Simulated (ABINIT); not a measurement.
# SiO2 (P6_322): G0W0 on several meshes in ABINIT

Wanted: mesh dependence and cost of G0W0 for SiO2 (P6_322).

Main program and level: ABINIT 10.8.3; LDA and many-body steps on it, plane waves.

## 1. The starting structure

Symmetry: P6_322, No. 182, hexagonal system. Conventional cell: a = 5.069 Å, b = 5.069 Å, c = 8.558 Å, α = 90.00°, β = 90.00°, γ = 120.00°. Si has 4 O at 1.60 to 1.61 Å nearest. Nearest to O lie 2 Si at 1.61 Å. Nearest to O lie 2 Si at 1.60 Å. Farther neighbours and most contacts between anions are not listed.

Structure file:

```cif
data_structure
_symmetry_space_group_name_H-M 'P6_322'
_symmetry_Int_Tables_number 182
_cell_length_a 5.0691
_cell_length_b 5.0691
_cell_length_c 8.5585
_cell_angle_alpha 90.000
_cell_angle_beta 90.000
_cell_angle_gamma 120.000
_cell_volume 190.45
loop_
_atom_site_label
_atom_site_type_symbol
_atom_site_symmetry_multiplicity
_atom_site_Wyckoff_symbol
_atom_site_fract_x
_atom_site_fract_y
_atom_site_fract_z
_atom_site_occupancy
Si1 Si 4 f 0.66667 0.33333 0.93713 1
O1 O 6 g 0.00000 0.42126 0.00000 1
O2 O 2 c 0.66667 0.33333 0.75000 1
```

The cell and positions are those that the Materials Project relaxed with its own functionals (PBE, PBE+U or r2SCAN), kept fixed.

## 2. Empty states on the mesh, 3×3×1 mesh, 783 bands

This step: ABINIT 10.8.3; DFT, LDA, plane waves, norm-conserving pseudopotentials.

The sums over transitions need many empty states on a uniform mesh; this step solves for them.

Input file run.abi:

```
acell 3*1.0 Angstrom
rprim 
  5.069073888499 -0.000000000025 0.000000000000
  -2.534536944228 4.389946761113 0.000000000000
  0.000000000000 0.000000000000 8.558488540000
ntypat 2
znucl 14 8
natom 12
typat 1 1 1 1 2 2 2 2 2 2 2 2
xred 
  0.666666666667 0.333333333333 0.937125800000
  0.666666666667 0.333333333333 0.562874200000
  0.333333333333 0.666666666667 0.062874200000
  0.333333333333 0.666666666667 0.437125800000
  0.000000000000 0.421258740000 0.000000000000
  0.421258740000 0.421258740000 0.500000000000
  0.578741260000 0.000000000000 0.500000000000
  0.578741260000 0.578741260000 0.000000000000
  0.000000000000 0.578741260000 0.500000000000
  0.666666666667 0.333333333333 0.750000000000
  0.333333333333 0.666666666667 0.250000000000
  0.421258740000 0.000000000000 0.000000000000
pp_dirpath "pseudos"
pseudos "Si.upf, O.upf"
ecut 36
ngkpt 3 3 1
nshiftk 1
shiftk 0 0 0
kptopt 1
chksymbreak 0
iscf -2
irdden 1
istwfk *1
nband 783
nbdbuf 70
tolwfr 1e-09
nstep 60
prtvol 0
indata_prefix "in"
outdata_prefix "out"
tmpdata_prefix "tmp"
```

Launch:

```
OMP_NUM_THREADS=1 mpirun -n 3 abinit run.abi > log
```

Numbers of over 12 decimals in the logs are rounded to 6 here.

Output:

```text
.Version 10.8.3 of ABINIT. v10.8.2 released Aug 2026.

 Symmetries : space group P6_3 2 2 (#182); Bravais hP (primitive hexag.)
[... echo of the input left out ...]
== DATASET  1 ==================================================================
-   mpi_nproc: 3, omp_nthreads: 1 (-1 if OMP is not activated)

--- !DatasetInfo
iteration_state: {dtset: 1, }
dimensions: {natom: 12, nkpt: 3, mband: 783, nsppol: 1, nspinor: 1, nspden: 1, mpw: 13285, }
cutoff_energies: {ecut:  36.0, pawecutdg:  -1.0, }
[...]
5.02796    5.03445    5.03460    5.03758    5.03763    5.05005    5.06538    5.06639
   5.06790    5.06950    5.07107    5.07396    5.08099    5.08247    5.09091    5.09341
   5.09647    5.10255    5.10633    5.11514    5.12186    5.12480    5.13363
 prteigrs : prtvol=0 or 1, do not print more k-points.

== END DATASET(S) ==============================================================
================================================================================

 -outvars: echo values of variables after computation  --------
            nband         783
             nkpt           3
          spgroup         182
 [... the other variables as echoed above ...]

 Calculation completed.
```

The job ended after 21 min (3 MPI ranks of Arm Neoverse V1, shared host; peak memory 1.1 GiB; 64 min of CPU time).

This step gave:

```yaml
gap: 5.470 eV
k_of_the_valence_top: 0.3333, 0, 0
k_of_the_conduction_bottom: 0, 0, 0
least_direct_gap: 5.472 eV
k_points_computed: 3
lowest_point_of_the_top_converged_band_above_the_valence_top: 131.1091 eV
```

On this mesh the gap is 5.470 eV.

The density comes from a self-consistent run that is not shown.

## 3. Screening, 3×3×1 mesh, 167 bands, screening to 68.6 eV

The RPA dielectric matrix is built and inverted for each q.

This step: RPA screening on LDA, plane waves, norm-conserving pseudopotentials.

Edit run.abi of step 2 so:

```diff
@@ -30,10 +30,11 @@
 chksymbreak 0
-iscf -2
-irdden 1
 istwfk *1
-nband 783
-nbdbuf 70
-tolwfr 1e-09
-nstep 60
-prtvol 0
+occopt 1
+irdwfk 1
+optdriver 3
+nband 167
+ecuteps 2.52
+inclvkb 2
+awtr 1
+symchi 1
 indata_prefix "in"
```

Launch:

```
OMP_NUM_THREADS=1 mpirun -n 4 abinit run.abi > log
```

Output:

```text
.Version 10.8.3 of ABINIT. v10.8.2 released Aug 2026.

 Symmetries : space group P6_3 2 2 (#182); Bravais hP (primitive hexag.)
[... echo of the input left out ...]
== DATASET  1 ==================================================================
-   mpi_nproc: 4, omp_nthreads: 1 (-1 if OMP is not activated)

--- !DatasetInfo
iteration_state: {dtset: 1, }
dimensions: {natom: 12, nkpt: 3, mband: 167, nsppol: 1, nspinor: 1, nspden: 1, mpw: 13285, }
cutoff_energies: {ecut:  36.0, pawecutdg:  -1.0, }
electrons: {nelect:   6.40000000E+01, charge:   0.00000000E+00, occopt:   1.00000000E+00, tsmear:   1.00000000E-02, }

 SCREENING: Calculation of the susceptibility and dielectric matrices

 Based on a program developped by R.W. Godby, V. Olevano, G. Onida, and L. Reining.
 Incorporated in ABINIT by V. Olevano, G.-M. Rignanese, and M. Torrent.
.Using double precision arithmetic ; gwpc =  8

[... cell and pseudopotentials left out ...]
--------------------------------------------------------------------------------

 ==== K-mesh for the wavefunctions ====
 Number of points in the irreducible wedge :     3
[... list of points left out ...]
 Together with 12 symmetry operations and time-reversal symmetry
 yields     9 points in the full Brillouin Zone.

 ==== Q-mesh for the screening function ====
 Number of points in the irreducible wedge :     3
[... list of points left out ...]
 Together with 12 symmetry operations and time-reversal symmetry
 yields     9 points in the full Brillouin Zone.

 setmesh: FFT mesh size selected  =    30x   30x   60
          total number of points  =        54000

 vcoul_init : cutoff-mode = AUXILIARY_FUNCTION
 q-points for optical limit:   1
     1)      0.000010    0.000020    0.000030

- screening: taking advantage of time-reversal symmetry
- Maximum band index for partially occupied states nbvw = 32
- Remaining bands to be divided among processors   nbcw = 135
- Number of bands treated by each node ~33

 Number of electrons calculated from density =   64.0000; Expected =   64.0000
 average of density, n =  0.049796
 r_s =    1.6862
 omega_plasma =   21.5256 [eV]

 calculating chi0 at frequencies [eV] :
  1    0.000000E+00    0.000000E+00
  2    0.000000E+00    2.152558E+01

--------------------------------------------------------------------------------
  q-point number  1        q = ( 0.000000, 0.000000, 0.000000) [r.l.u.]
--------------------------------------------------------------------------------
[... chi0 elements left out ...]
 For q-point:  0.000010 0.000020 0.000030
  dielectric constant =   2.0918
  dielectric constant without local fields =   2.2440

  Average fulfillment of the sum rule on Im[epsilon] for q-point    1 :     53.74  [%]
[... wings left out ...]
  q-point number  2        q = ( 0.333333, 0.000000, 0.000000) [r.l.u.]
--------------------------------------------------------------------------------
[... chi0 elements left out ...]
  Average fulfillment of the sum rule on Im[epsilon] for q-point    2 :     57.86  [%]

 [... 1 further q-points ...]
```

The job ended after 77 s (4 MPI ranks; peak memory 1.8 GiB; 5.1 min of CPU time).

This step gave:

* ε∞ with local fields, on this mesh, along the program's q direction: 2.092
* the same without local fields: 2.244
* plasma frequency: 21.53 eV
* plane waves in the screening matrix: 245

Local fields lower ε∞ by 7 %. On a Γ-centred mesh this coarse the value itself is usually too large, while a short band sum pulls it down.

## 4. 3×3×1

The self-energy is evaluated for the states that the input lists, and the levels follow from it, in one-shot runs by the linearised quasiparticle equation.

This step: G0W0 on LDA, plane waves, norm-conserving pseudopotentials.

Edit run.abi of step 3 so:

```diff
@@ -33,8 +33,17 @@
 irdwfk 1
-optdriver 3
+optdriver 4
 nband 167
+gwcalctyp 0
+ecutsigx 36
+symsigma 1
+nkptgw 2
+kptgw 
+  0.3333333333 0.0000000000 0.0000000000
+  0.0000000000 0.0000000000 0.0000000000
+bdgw 
+  31 34
+  31 34
 ecuteps 2.52
-inclvkb 2
-awtr 1
-symchi 1
+irdscr 1
+ppmodel 1
 indata_prefix "in"
```

Output:

```text
.Version 10.8.3 of ABINIT. v10.8.2 released Aug 2026.

 Symmetries : space group P6_3 2 2 (#182); Bravais hP (primitive hexag.)
[... echo of the input left out ...]
== DATASET  1 ==================================================================
-   mpi_nproc: 4, omp_nthreads: 1 (-1 if OMP is not activated)

--- !DatasetInfo
iteration_state: {dtset: 1, }
dimensions: {natom: 12, nkpt: 3, mband: 167, nsppol: 1, nspinor: 1, nspden: 1, mpw: 13285, }
cutoff_energies: {ecut:  36.0, pawecutdg:  -1.0, }
electrons: {nelect:   6.40000000E+01, charge:   0.00000000E+00, occopt:   1.00000000E+00, tsmear:   1.00000000E-02, }

 SIGMA: Calculation of the GW corrections

 Based on a program developped by R.W. Godby, V. Olevano, G. Onida, and L. Reining.
 Incorporated in ABINIT by V. Olevano, G.-M. Rignanese, and M. Torrent.
.Using double precision arithmetic ; gwpc =  8

[... cell and pseudopotentials left out ...]
--------------------------------------------------------------------------------

 ==== K-mesh for the wavefunctions ====
 Number of points in the irreducible wedge :     3
[... list of points left out ...]
 Together with 12 symmetry operations and time-reversal symmetry
 yields     9 points in the full Brillouin Zone.

 ==== Q-mesh for screening function ====
 Number of points in the irreducible wedge :     3
[... list of points left out ...]
 Together with 12 symmetry operations and time-reversal symmetry
 yields     9 points in the full Brillouin Zone.

 vcoul_init : cutoff-mode = AUXILIARY_FUNCTION
 q-points for optical limit:   1
     1)      0.000010    0.000020    0.000030
 setmesh: FFT mesh size selected  =    45x   45x   90
          total number of points  =       182250

 Number of electrons calculated from density =   64.0000; Expected =   64.0000
 average of density, n =  0.049796
 r_s =    1.6862
 omega_plasma =   21.5256 [eV]

 === KS Band Gaps ===
  >>>> For spin  1
   Minimum direct gap =   5.4724 [eV], located at k-point      :   0.0000  0.0000  0.0000
   Fundamental gap    =   5.4703 [eV], Top of valence bands at :   0.3333  0.0000  0.0000
                                       Bottom of conduction at :   0.0000  0.0000  0.0000
 SIGMA fundamental parameters:
 PLASMON POLE MODEL  1
 number of plane-waves for SigmaX                13285
 number of plane-waves for SigmaC and W            245
 number of plane-waves for wavefunctions         13285
 number of bands                                   167
 number of independent spin polarizations            1
 number of spinorial components                      1
 number of k-points in IBZ                           3
 number of q-points in IBZ                           3
 number of symmetry operations                      12
 number of k-points in BZ                            9
 number of q-points in BZ                            9
 number of frequencies for dSigma/dE                 9
 frequency step for dSigma/dE [eV]                0.25
 number of omega for Sigma on real axis              0
 max omega for Sigma on real axis  [eV]           0.00
 zcut for avoiding poles [eV]                     0.10

 EPSILON^-1 parameters (SCR file):
 dimension of the eps^-1 matrix on file            245
 dimension of the eps^-1 matrix used               245
 number of plane-waves for wavefunctions         13285
 number of bands                                   167
 number of q-points in IBZ                           3
 number of frequencies                               2
 number of real frequencies                          1
 number of imag frequencies                          1

 matrix elements of self-energy operator (all in [eV])

 Perturbative Calculation

--- !SelfEnergy_ee
iteration_state: {dtset: 1, }
kpoint     : [   0.333,    0.000,    0.000, ]
spin       : 1
KS_gap     :    6.713
QP_gap     :    9.814
Delta_QP_KS:    3.101
data: !SigmaeeData |
     Band     E0 <VxcDFT>   SigX SigC(E0)      Z dSigC/dE  Sig(E)    E-E0       E
       31  -1.864 -19.328 -25.260   4.029   0.822  -0.216 -20.893  -1.565  -3.429
       32  -1.391 -19.943 -25.830   4.087   0.823  -0.216 -21.424  -1.481  -2.872
       33   5.322  -9.590  -5.204  -2.551   0.883  -0.133  -7.970   1.620   6.942
       34   7.093  -8.093  -3.918  -2.366   0.887  -0.127  -6.488   1.605   8.698

--- !SelfEnergy_ee
iteration_state: {dtset: 1, }
kpoint     : [   0.000,    0.000,    0.000, ]
spin       : 1
KS_gap     :    5.472
QP_gap     :    8.415
Delta_QP_KS:    2.942
data: !SigmaeeData |
     Band     E0 <VxcDFT>   SigX SigC(E0)      Z dSigC/dE  Sig(E)    E-E0       E
       31  -1.393 -19.924 -25.813   4.085   0.822  -0.216 -21.407  -1.484  -2.877
       32  -1.393 -19.924 -25.813   4.085   0.822  -0.216 -21.407  -1.484  -2.877
       33   4.079  -8.958  -4.713  -2.601   0.887  -0.127  -7.499   1.459   5.538
       34   6.353 -11.717  -6.455  -2.993   0.871  -0.149  -9.741   1.976   8.329

== END DATASET(S) ==============================================================
================================================================================

 -outvars: echo values of variables after computation  --------
           etotal      0.0000000000E+00
            nband         167
             nkpt           3
          spgroup         182
 [... the other variables as echoed above ...]

 Calculation completed.
```

Elapsed: 9.6 s, on 4 MPI ranks; peak memory 0.99 GiB; 38 s of CPU time.

This step gave:

- G0W0 gap on the points computed: 8.41 eV
- starting gap on the mesh: 5.470 eV
- k of the valence top: 0.3333, 0, 0
- k of the conduction bottom: 0, 0, 0
- Z at the valence top: 0.823
- Z at the conduction bottom: 0.887
- least direct G0W0 gap on the computed points: 8.415 eV

The gap on the mesh goes from 5.47 eV to 8.41 eV, a correction of +2.94 eV.

## 5. Empty states on the mesh, 3×3×2 mesh, 183 bands

This step: DFT, LDA, plane waves, norm-conserving pseudopotentials.

Edit run.abi of step 4 so:

```diff
@@ -25,3 +25,3 @@
 ecut 36
-ngkpt 3 3 1
+ngkpt 3 3 2
 nshiftk 1
@@ -30,20 +30,10 @@
 chksymbreak 0
+iscf -2
+irdden 1
 istwfk *1
-occopt 1
-irdwfk 1
-optdriver 4
-nband 167
-gwcalctyp 0
-ecutsigx 36
-symsigma 1
-nkptgw 2
-kptgw 
-  0.3333333333 0.0000000000 0.0000000000
-  0.0000000000 0.0000000000 0.0000000000
-bdgw 
-  31 34
-  31 34
-ecuteps 2.52
-irdscr 1
-ppmodel 1
+nband 183
+nbdbuf 16
+tolwfr 1e-09
+nstep 60
+prtvol 0
 indata_prefix "in"
```

Output:

```text
.Version 10.8.3 of ABINIT. v10.8.2 released Aug 2026.

 Symmetries : space group P6_3 2 2 (#182); Bravais hP (primitive hexag.)
[... echo of the input left out ...]
== DATASET  1 ==================================================================
-   mpi_nproc: 4, omp_nthreads: 1 (-1 if OMP is not activated)

--- !DatasetInfo
iteration_state: {dtset: 1, }
dimensions: {natom: 12, nkpt: 6, mband: 183, nsppol: 1, nspinor: 1, nspden: 1, mpw: 13302, }
cutoff_energies: {ecut:  36.0, pawecutdg:  -1.0, }
[...]
1.51641    1.51641    1.53076    1.54080    1.54080    1.54943    1.56074    1.56074
   1.59366    1.62057    1.63284    1.63285    1.64879    1.65324    1.65330    1.65720
   1.65726    1.65766    1.67347    1.67385    1.67617    1.67987    1.68240
 prteigrs : prtvol=0 or 1, do not print more k-points.

== END DATASET(S) ==============================================================
================================================================================

 -outvars: echo values of variables after computation  --------
            nband         183
             nkpt           6
          spgroup         182
 [... the other variables as echoed above ...]

 Calculation completed.
```

It took 3.7 min on 4 MPI ranks; peak memory 0.55 GiB; 15 min of CPU time.

This step gave:

- gap: 5.470 eV
- k of the valence top: 0.3333, 0, 0
- k of the conduction bottom: 0, 0, 0
- least direct gap: 5.472 eV
- k points computed: 6
- lowest point of the top converged band, above the valence top: 43.03 eV

On this mesh the gap is 5.470 eV.

## 6. Screening, 3×3×2 mesh, 167 bands, screening to 68.6 eV

This step: RPA screening on LDA, plane waves, norm-conserving pseudopotentials.

Edit run.abi of step 5 so:

```diff
@@ -30,10 +30,11 @@
 chksymbreak 0
-iscf -2
-irdden 1
 istwfk *1
-nband 183
-nbdbuf 16
-tolwfr 1e-09
-nstep 60
-prtvol 0
+occopt 1
+irdwfk 1
+optdriver 3
+nband 167
+ecuteps 2.52
+inclvkb 2
+awtr 1
+symchi 1
 indata_prefix "in"
```

Output:

```text
.Version 10.8.3 of ABINIT. v10.8.2 released Aug 2026.

 Symmetries : space group P6_3 2 2 (#182); Bravais hP (primitive hexag.)
[... echo of the input left out ...]
== DATASET  1 ==================================================================
-   mpi_nproc: 4, omp_nthreads: 1 (-1 if OMP is not activated)

--- !DatasetInfo
iteration_state: {dtset: 1, }
dimensions: {natom: 12, nkpt: 6, mband: 167, nsppol: 1, nspinor: 1, nspden: 1, mpw: 13302, }
cutoff_energies: {ecut:  36.0, pawecutdg:  -1.0, }
electrons: {nelect:   6.40000000E+01, charge:   0.00000000E+00, occopt:   1.00000000E+00, tsmear:   1.00000000E-02, }

 SCREENING: Calculation of the susceptibility and dielectric matrices

 Based on a program developped by R.W. Godby, V. Olevano, G. Onida, and L. Reining.
 Incorporated in ABINIT by V. Olevano, G.-M. Rignanese, and M. Torrent.
.Using double precision arithmetic ; gwpc =  8

[... cell and pseudopotentials left out ...]
--------------------------------------------------------------------------------

 ==== K-mesh for the wavefunctions ====
 Number of points in the irreducible wedge :     6
[... list of points left out ...]
 Together with 12 symmetry operations and time-reversal symmetry
 yields    18 points in the full Brillouin Zone.

 ==== Q-mesh for the screening function ====
 Number of points in the irreducible wedge :     6
[... list of points left out ...]
 Together with 12 symmetry operations and time-reversal symmetry
 yields    18 points in the full Brillouin Zone.

 setmesh: FFT mesh size selected  =    30x   30x   60
          total number of points  =        54000

 vcoul_init : cutoff-mode = AUXILIARY_FUNCTION
 q-points for optical limit:   1
     1)      0.000010    0.000020    0.000030

- screening: taking advantage of time-reversal symmetry
- Maximum band index for partially occupied states nbvw = 32
- Remaining bands to be divided among processors   nbcw = 135
- Number of bands treated by each node ~33

 Number of electrons calculated from density =   64.0000; Expected =   64.0000
 average of density, n =  0.049796
 r_s =    1.6862
 omega_plasma =   21.5256 [eV]

 calculating chi0 at frequencies [eV] :
  1    0.000000E+00    0.000000E+00
  2    0.000000E+00    2.152558E+01

--------------------------------------------------------------------------------
  q-point number  1        q = ( 0.000000, 0.000000, 0.000000) [r.l.u.]
--------------------------------------------------------------------------------
[... chi0 elements left out ...]
 For q-point:  0.000010 0.000020 0.000030
  dielectric constant =   2.0917
  dielectric constant without local fields =   2.2439

  Average fulfillment of the sum rule on Im[epsilon] for q-point    1 :     53.89  [%]
[... wings left out ...]
  q-point number  2        q = ( 0.333333, 0.000000, 0.000000) [r.l.u.]
--------------------------------------------------------------------------------
[... chi0 elements left out ...]
  Average fulfillment of the sum rule on Im[epsilon] for q-point    2 :     57.95  [%]

 [... 4 further q-points ...]
```

Run time: 3 min. Hardware: 4 MPI ranks; peak memory 2.6 GiB.

Numbers from this step:

| Item | Value |
| --- | --- |
| ε∞ with local fields, on this mesh, along the program's q direction | 2.092 |
| the same without local fields | 2.244 |
| plasma frequency | 21.53 eV |
| plane waves in the screening matrix | 245 |

[end of part 1 of 2]

[Paths, hosts, dates, memory and timing lines, banners, echoed tables and standing remarks are left out of the program output.]

[Logs are printed without paths, hosts, clocks, repeated set-up lines and the standing remarks that a program may print on its own settings, such as how far it seeks lower states.]

[Runs of the session that timed out or met a known fault of the program may be left out.]

[Hosts, paths, dates, database ids (printed as entryN), source tags and the programs' standing remarks are cut or masked in the printed files.]

[G0W0 gaps are taken among the corrected bands and points alone; a level outside them can change the order at an edge.]

[Where Ansatz stands beside ABINIT at settings called matched, ABINIT's density can come from a denser mesh and the files from another edition; pairs whose starting gaps differed by over 0.03 eV were left out, so agreement reads better than it is.]
